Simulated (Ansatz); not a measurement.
# Tunnelling decay and corrugation (reconstruction): Cr(100)-(3x1) missing row; Ir(110) with every second atom of each close-packed row removed; and others

A simple barrier model says that the current falls as exp(−2κz) with κ = 0.512 √φ (Å⁻¹, φ in eV). How well does that hold over real surfaces, and how fast does atomic contrast fade as the tip draws back?

Set-up. Ansatz 0.2.0, plane waves with PAW datasets (its set soft_2), functional as listed; relaxed slabs, Tersoff-Hamann images of the filled states within the window listed under the Fermi level. κ is fitted to the planar mean between 3 and 5 Å over the top atom; the model's barrier is the work function plus half the window. A setpoint is the mean density at the height named.

Results:

| surface | functional | work function (eV) | window (eV) | κ, model (Å⁻¹) | κ, fitted (Å⁻¹) | near setpoint (Å): corrugation (Å) | far setpoint (Å): corrugation (Å) |
| --- | --- | --- | --- | --- | --- | --- | --- |
| Cr(100)-(3x1) missing row | PBE-D3(BJ) | 3.73 | 0.20 | 1.00 | 0.97 | 3: 1.582 | 5: 0.977 |
| Pb(110)-(1x2) missing row | r2SCAN | 3.75 | 0.40 | 1.02 | 1.13 | 3: 1.709 | 4.5: 1.093 |
| Ni(110) with every second atom of each close-packed row removed | PBE | 4.36 | 0.40 | 1.09 | 1.14 | 3: 0.699 | 5: 0.272 |
| Cu(100)-(2x1) missing row | LDA | 4.66 | 0.50 | 1.13 | 1.25 | 3: 0.677 | 4.5: 0.391 |
| Rh(100)-(3x1) missing row | PBE-D3(BJ) | 4.80 | 0.50 | 1.15 | 1.23 | 3: 1.193 | 5: 0.557 |
| Ir(110) with every third atom of each close-packed row removed | PBE | 4.84 | 0.40 | 1.15 | 1.23 | 3: 1.051 | 5: 0.713 |
| Pd(110)-(1x3) missing row | PBEsol | 4.99 | 0.20 | 1.16 | 1.30 | 3: 1.601 | 5: 1.188 |
| Rh(110)-(2x1)-S added row | PBE-D3(BJ) | 5.03 | 0.40 | 1.17 | 1.36 | 3: 1.491 | 4.5: 0.935 |
| Ir(110)-(2x1)-S added row | LDA | 5.11 | 0.20 | 1.17 | 1.39 | 3: 1.243 | 4.5: 0.767 |
| Ir(110) with every second atom of each close-packed row removed | LDA | 5.17 | 0.40 | 1.19 | 1.29 | 3: 0.680 | 5: 0.335 |

**Answer.** The fitted κ is 0.97 to 1.19 times the model's, and larger in 9 of 10. Momentum along the surface adds to κ² and raises it, while a barrier that has not reached its full height this near the surface lowers it. Worked for Cr(100)-(3x1) missing row: 0.512 × √(3.73 + 0.10) = 1.00 Å⁻¹; with the fitted 0.97 Å⁻¹ the current falls by exp(2 × 0.97) = 7.0 per Å. Where it is still over 0.005 Å at the far setpoint (10 rows), the corrugation falls by a factor of 1.2 to 1.6 per Å.

Caveats: The model has an s-wave tip and no forces between tip and sample. Semilocal potentials reach the vacuum level too fast, without an image tail. The surfaces are built from prototypes and need not be the stable ones; functionals, windows and heights differ between rows (the narrowest window from 0.2 eV on is taken, and runs with charge in the vacuum are left out), and rows with Cr, Mn, Fe, Co, Ni or Gd rest on one magnetic start or none. The table is a selection: not every member that was run is listed.
